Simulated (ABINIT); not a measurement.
## InP (F-43m): G0W0 in ABINIT against the wavefunction cutoff in GW

Aim: move the wavefunction cutoff in GW of a G0W0 run on InP (F-43m) over a wide range.

Calculated with ABINIT 10.8.3; PBE and many-body steps on it, plane waves.

Most raw output is cut from this account.

The database entry behind the starting cell differs from later determinations by our own check (0.1 to 0.3 % short, probably kX units), so it need not match the best structure at ambient conditions.

**1. The starting structure**

The structure is cubic, space group F-43m (No. 216). The conventional cell has a = 5.861 Å, b = 5.861 Å, c = 5.861 Å, α = 90.00°, β = 90.00°, γ = 90.00°. Nearest to In lie 4 P at 2.54 Å. P has 4 In at 2.54 Å nearest. Farther neighbours are not listed.

Coordinates:

```cif
data_structure
_symmetry_space_group_name_H-M 'P 1'
_symmetry_Int_Tables_number 1
_cell_length_a 4.1444
_cell_length_b 4.1444
_cell_length_c 4.1444
_cell_angle_alpha 60.000
_cell_angle_beta 60.000
_cell_angle_gamma 60.000
_cell_volume 50.33
loop_
_atom_site_label
_atom_site_type_symbol
_atom_site_fract_x
_atom_site_fract_y
_atom_site_fract_z
_atom_site_occupancy
In1 In 0.00000 0.00000 0.00000 1
P2 P 0.25000 0.25000 0.25000 1
```

The cell and positions come from the Crystallography Open Database and are kept as given unless a step says otherwise.

**2. Screening, 4×4×4 mesh, 90 bands, screening to 163.3 eV**

This step: ABINIT 10.8.3; RPA screening on PBE, plane waves, norm-conserving pseudopotentials.

The RPA dielectric matrix is built and inverted for each q.

run.abi

```
acell 3*1.0 Angstrom
rprim 
  -0.000000000000 2.930500000000 2.930500000000
  2.930500000000 -0.000000000000 2.930500000000
  2.930500000000 2.930500000000 -0.000000000000
ntypat 2
znucl 49 15
natom 2
typat 1 2
xred 
  0.000000000000 0.000000000000 0.000000000000
  0.250000000000 0.250000000000 0.250000000000
pp_dirpath "pseudos"
pseudos "In.upf, P.upf"
ecut 31
ngkpt 4 4 4
nshiftk 1
shiftk 0 0 0
kptopt 1
chksymbreak 0
istwfk *1
occopt 1
irdwfk 1
optdriver 3
nband 90
ecuteps 6
inclvkb 2
awtr 1
symchi 1
ecutwfn 9.3
indata_prefix "in"
outdata_prefix "out"
tmpdata_prefix "tmp"
```

On the command line:

```bash
$ OMP_NUM_THREADS=1 mpirun -n 4 abinit run.abi > log
```

The job ended after 12 s (4 MPI ranks of Arm Neoverse V1, shared host; peak memory 0.37 GiB).

Numbers from this step:

```yaml
eps_infinity_with_local_fields_on_this_mesh_along_the_program_s_q_direction: 42.82
the_same_without_local_fields: 45.26
plasma_frequency: 21.76 eV
plane_waves_in_the_screening_matrix: 259
```

Local fields lower ε∞ by 5 %. On a Γ-centred mesh this coarse the value itself is usually too large, while a short band sum pulls it down.

**3. 9.3 Ha**

This step: G0W0 on PBE, plane waves, norm-conserving pseudopotentials.

Changes to run.abi since step 2:

```diff
@@ -23,8 +23,15 @@
 irdwfk 1
-optdriver 3
+optdriver 4
 nband 90
+gwcalctyp 0
+ecutsigx 9.3
+symsigma 1
+nkptgw 1
+kptgw 
+  0.0000000000 0.0000000000 0.0000000000
+bdgw 
+  7 13
 ecuteps 6
-inclvkb 2
-awtr 1
-symchi 1
+irdscr 1
+ppmodel 1
 ecutwfn 9.3
```

Wall time 6.3 s (4 MPI ranks); peak memory 0.46 GiB.

This step gave:

```
G0W0 gap on the points computed              : 0.9990 eV
starting gap on the mesh                     : 0.7094 eV
k of the valence top                         : 0, 0, 0
k of the conduction bottom                   : 0, 0, 0
Z at the valence top                         : 0.772
Z at the conduction bottom                   : 0.785
least direct G0W0 gap on the computed points : 0.9990 eV
```

**4. Screening, 4×4×4 mesh, 90 bands, screening to 163.3 eV**

This step: RPA screening on PBE, plane waves, norm-conserving pseudopotentials.

Changes to run.abi since step 3:

```diff
@@ -23,16 +23,9 @@
 irdwfk 1
-optdriver 4
+optdriver 3
 nband 90
-gwcalctyp 0
-ecutsigx 9.3
-symsigma 1
-nkptgw 1
-kptgw 
-  0.0000000000 0.0000000000 0.0000000000
-bdgw 
-  7 13
 ecuteps 6
-irdscr 1
-ppmodel 1
-ecutwfn 9.3
+inclvkb 2
+awtr 1
+symchi 1
+ecutwfn 15.5
 indata_prefix "in"
```

The job ended after 16 s (4 MPI ranks; peak memory 0.47 GiB).

This step gave:

- ε∞ with local fields, on this mesh, along the program's q direction: 42.83
- the same without local fields: 45.26
- plasma frequency: 22.16 eV
- plane waves in the screening matrix: 259

**5. 15.5 Ha**

The self-energy is evaluated for the states that the input lists, and the levels follow from it, in one-shot runs by the linearised quasiparticle equation.

This step: G0W0 on PBE, plane waves, norm-conserving pseudopotentials.

Changes to run.abi since step 4:

```diff
@@ -23,8 +23,15 @@
 irdwfk 1
-optdriver 3
+optdriver 4
 nband 90
+gwcalctyp 0
+ecutsigx 15.5
+symsigma 1
+nkptgw 1
+kptgw 
+  0.0000000000 0.0000000000 0.0000000000
+bdgw 
+  7 13
 ecuteps 6
-inclvkb 2
-awtr 1
-symchi 1
+irdscr 1
+ppmodel 1
 ecutwfn 15.5
```

Wall time 6.6 s (4 MPI ranks); peak memory 0.54 GiB; 26 s of CPU time.

Numbers from this step:

```yaml
g0w0_gap_on_the_points_computed: 0.9630 eV
starting_gap_on_the_mesh: 0.7094 eV
k_of_the_valence_top: 0, 0, 0
k_of_the_conduction_bottom: 0, 0, 0
z_at_the_valence_top: 0.772
z_at_the_conduction_bottom: 0.786
least_direct_g0w0_gap_on_the_computed_points: 0.9630 eV
```

The gap on the mesh goes from 0.71 eV to 0.96 eV, a correction of +0.25 eV.

**6. Screening, 4×4×4 mesh, 90 bands, screening to 163.3 eV**

This step: RPA screening on PBE, plane waves, norm-conserving pseudopotentials.

Changes to run.abi since step 5:

```diff
@@ -23,16 +23,9 @@
 irdwfk 1
-optdriver 4
+optdriver 3
 nband 90
-gwcalctyp 0
-ecutsigx 15.5
-symsigma 1
-nkptgw 1
-kptgw 
-  0.0000000000 0.0000000000 0.0000000000
-bdgw 
-  7 13
 ecuteps 6
-irdscr 1
-ppmodel 1
-ecutwfn 15.5
+inclvkb 2
+awtr 1
+symchi 1
+ecutwfn 23.2
 indata_prefix "in"
```

The job ended after 16 s (4 MPI ranks; peak memory 0.53 GiB; 64 s of CPU time).

Numbers from this step:

| Quantity | Value |
| --- | --- |
| ε∞ with local fields, on this mesh, along the program's q direction | 42.80 |
| the same without local fields | 45.22 |
| plasma frequency | 22.20 eV |
| plane waves in the screening matrix | 259 |

**7. 23.2 Ha**

This step: G0W0 on PBE, plane waves, norm-conserving pseudopotentials.

Changes to run.abi since step 6:

```diff
@@ -23,8 +23,15 @@
 irdwfk 1
-optdriver 3
+optdriver 4
 nband 90
+gwcalctyp 0
+ecutsigx 23.2
+symsigma 1
+nkptgw 1
+kptgw 
+  0.0000000000 0.0000000000 0.0000000000
+bdgw 
+  7 13
 ecuteps 6
-inclvkb 2
-awtr 1
-symchi 1
+irdscr 1
+ppmodel 1
 ecutwfn 23.2
```

Run time: 6.7 s. Hardware: 4 MPI ranks; peak memory 0.58 GiB.

This step gave:

| Quantity | Value |
| --- | --- |
| G0W0 gap on the points computed | 0.9970 eV |
| starting gap on the mesh | 0.7094 eV |
| k of the valence top | 0, 0, 0 |
| k of the conduction bottom | 0, 0, 0 |
| least direct G0W0 gap on the computed points | 0.9970 eV |

Against the run before, the gap moves by +0.034 eV.

**8. Screening, 4×4×4 mesh, 90 bands, screening to 163.3 eV**

This step: RPA screening on PBE, plane waves, norm-conserving pseudopotentials.

Changes to run.abi since step 7:

```diff
@@ -23,16 +23,8 @@
 irdwfk 1
-optdriver 4
+optdriver 3
 nband 90
-gwcalctyp 0
-ecutsigx 23.2
-symsigma 1
-nkptgw 1
-kptgw 
-  0.0000000000 0.0000000000 0.0000000000
-bdgw 
-  7 13
 ecuteps 6
-irdscr 1
-ppmodel 1
-ecutwfn 23.2
+inclvkb 2
+awtr 1
+symchi 1
 indata_prefix "in"
```

The job ended after 23 s (4 MPI ranks; peak memory 0.74 GiB; 90 s of CPU time).

This step gave:

* ε∞ with local fields, on this mesh, along the program's q direction: 42.78
* the same without local fields: 45.20
* plasma frequency: 22.21 eV
* plane waves in the screening matrix: 259

**9. 31 Ha**

This step: G0W0 on PBE, plane waves, norm-conserving pseudopotentials.

Changes to run.abi since step 8:

```diff
@@ -23,8 +23,15 @@
 irdwfk 1
-optdriver 3
+optdriver 4
 nband 90
+gwcalctyp 0
+ecutsigx 31
+symsigma 1
+nkptgw 1
+kptgw 
+  0.0000000000 0.0000000000 0.0000000000
+bdgw 
+  7 13
 ecuteps 6
-inclvkb 2
-awtr 1
-symchi 1
+irdscr 1
+ppmodel 1
 indata_prefix "in"
```

Elapsed: 7.1 s, on 4 MPI ranks; peak memory 0.72 GiB.

Numbers from this step:

- G0W0 gap on the points computed: 1.004 eV
- starting gap on the mesh: 0.7094 eV
- k of the valence top: 0, 0, 0
- k of the conduction bottom: 0, 0, 0
- least direct G0W0 gap on the computed points: 1.004 eV

Against the run before, the gap moves by +0.007 eV.

**10. Side by side**

Times are wall times on 4 MPI ranks of Arm Neoverse V1, shared host, good to a factor of about two. A run's time includes the screening step that it read.

| run | mesh | bands | screening cutoff (eV) | DFT gap (eV) | gap on the mesh (eV) | direct (eV) | ε∞ used | time |
| --- | --- | --- | --- | --- | --- | --- | --- | --- |
| 9.3 Ha | 4×4×4 | 90 | 163.3 | 0.709 | 0.999 | 0.999 | 42.82 | 19 s |
| 15.5 Ha | 4×4×4 | 90 | 163.3 | 0.709 | 0.963 | 0.963 | 42.83 | 23 s |
| 23.2 Ha | 4×4×4 | 90 | 163.3 | 0.709 | 0.997 | 0.997 | 42.80 | 23 s |
| 31 Ha | 4×4×4 | 90 | 163.3 | 0.709 | 1.004 | 1.004 | 42.78 | 30 s |

**11. Summary of results**

| Property | Result |
| --- | --- |
| 9.3 Ha | 0.999 eV |
| 15.5 Ha | 0.963 eV |
| 23.2 Ha | 0.997 eV |
| 31 Ha | 1.004 eV |
| known limits | not at the basis limit; exchange with frozen shells missing; mesh may overstate the screening; no spin-orbit coupling; coarse k mesh |

What this shows: The setting moved: wavefunction cutoff in GW. From 9.3 Ha to 31 Ha the gap moves by +0.005 eV, not steadily: it passes through 0.96 eV. It holds to 0.03 eV from 23.2 Ha on. Bands and screening cutoff are coupled, so a series along one setting does not show full convergence. The exchange cutoff follows the wavefunction cutoff here. Bands and cutoff are finite, so the gap is not at the basis limit. The miss can reach some tenths of an eV and take either sign; the mesh is an error of its own. In the first G0W0 run levels were corrected at 1 k point alone, so a gap called «on the mesh» is the least over those, and an edge elsewhere would be missed. The 4×4×4 mesh is coarse for this cell, which bears on the long-range parts of exchange and screening. The norm-conserving file of at least one element keeps a d shell over frozen s and p shells of the same row. Exchange with those shells is missing from the self-energy, an error of 0.3 to 0.9 eV in cases checked, whose sign depends on which edge lies on those atoms. For the PBE start: The RPA ε∞ on this mesh reaches over 25; with a narrow direct gap a coarse mesh can overstate it, and the correction is then too small. The many-body steps are scalar-relativistic: spin-orbit coupling is not in them.

[Paths, hosts, dates, memory and timing lines, banners, echoed tables and standing remarks are left out of the program output.]

[Logs are printed without paths, hosts, clocks, repeated set-up lines and the standing remarks that a program may print on its own settings, such as how far it seeks lower states.]

[Runs of the session that timed out or met a known fault of the program may be left out.]

[No measured gap is set beside runs whose start may be inverted or whose files or cutoffs have a known fault.]

[Hosts, paths, dates, database ids (printed as entryN), source tags and the programs' standing remarks are cut or masked in the printed files.]

[G0W0 gaps are taken among the corrected bands and points alone; a level outside them can change the order at an edge.]

[Where Ansatz stands beside ABINIT at settings called matched, ABINIT's density can come from a denser mesh and the files from another edition; pairs whose starting gaps differed by over 0.03 eV were left out, so agreement reads better than it is.]
